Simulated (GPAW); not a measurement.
The As K edge of atom 1 in AsP (R3m), with 3 P at 2.45 Å and 3 P at 3.00 Å (distorted octahedral, site symmetry 3m), was computed in 2 ways: excited-electron core hole (neutral cell) and no core hole. Program and functional: GPAW, LDA, Gaussian full width 2.14 eV up to 4 eV, rising linearly to 3.5 eV at 25 eV; cells of 2 and 14 atoms (the run without a hole in the smaller).

Each run is counted from its own lowest empty level or Fermi level and scaled to a mean of 1 over its first 20 eV.

```tsv
E (eV)	run 1	run 2
-2.0	0.04	0.01
-1.5	0.16	0.04
-1.0	0.43	0.13
-0.5	0.91	0.34
0.0	1.50	0.67
0.5	2.00	1.09
1.0	2.23	1.47
1.5	2.16	1.71
2.0	1.94	1.82
2.5	1.71	1.83
3.0	1.51	1.78
3.5	1.35	1.69
4.0	1.24	1.57
4.5	1.17	1.46
5.0	1.12	1.39
5.5	1.07	1.33
6.0	0.97	1.25
6.5	0.83	1.12
7.0	0.68	0.95
7.5	0.57	0.78
8.0	0.53	0.65
8.5	0.54	0.58
9.0	0.58	0.57
9.5	0.65	0.60
10.0	0.71	0.65
10.5	0.77	0.71
11.0	0.81	0.75
11.5	0.84	0.79
12.0	0.84	0.81
12.5	0.84	0.81
13.0	0.82	0.80
13.5	0.80	0.78
14.0	0.78	0.76
14.5	0.78	0.75
15.0	0.80	0.76
15.5	0.83	0.78
16.0	0.87	0.81
16.5	0.88	0.83
17.0	0.87	0.85
17.5	0.84	0.84
18.0	0.80	0.82
18.5	0.76	0.78
19.0	0.72	0.74
19.5	0.70	0.70
20.0	0.69	0.68
20.5	0.69	0.67
21.0	0.70	0.67
21.5	0.72	0.68
22.0	0.73	0.68
22.5	0.75	0.69
23.0	0.76	0.70
23.5	0.76	0.71
24.0	0.76	0.71
24.5	0.76	0.72
25.0	0.75	0.72
25.5	0.73	0.71
26.0	0.72	0.70
26.5	0.71	0.68
27.0	0.70	0.67
27.5	0.70	0.65
28.0	0.70	0.64
28.5	0.71	0.64
29.0	0.74	0.65
```

**Question.** Which run is which?

Run 1: excited-electron core hole (neutral cell) (area from −2 to 6 eV 10.5, main maxima 1.2 eV (2.23), 12.0 eV (0.84), 16.6 eV (0.88) and 23.8 eV (0.76)). Run 2: no core hole (area from −2 to 6 eV 9.5, main maxima 2.4 eV (1.83), 12.4 eV (0.81), 17.2 eV (0.85) and 24.6 eV (0.72)). With each curve scaled to its own mean, the area from −2 to 6 eV with the hole is 10.5 against 9.5, and the centre of weight from −1 to 20 eV moves by -0.4 eV (first and strongest maxima below 20 eV: 2.4 eV (1.83), 12.4 eV (0.81) and 17.2 eV (0.85) without the hole, 1.2 eV (2.23), 12.0 eV (0.84) and 16.6 eV (0.88) with it); the shape changes all the same, by 26 % r.m.s.

[Banner, clock and machine lines of the logs are left out without a mark of their own.]

[Logs are printed without paths, hosts, clocks, repeated set-up lines and the standing remarks that a program may print on its own settings, such as how far it seeks lower states.]

[Hosts, paths, dates, database ids (printed as entryN), source tags and the programs' standing remarks are cut or masked in the printed files.]

[Lists of maxima count a maximum above −3 eV only where it reaches 4 % of the highest in the window and stands out from its surroundings by 2 % of it (1.5 % where it reaches 55 %); shoulders and weaker maxima are passed over, and of the rest the first, up to two pre-edge ones and the few strongest are named.]
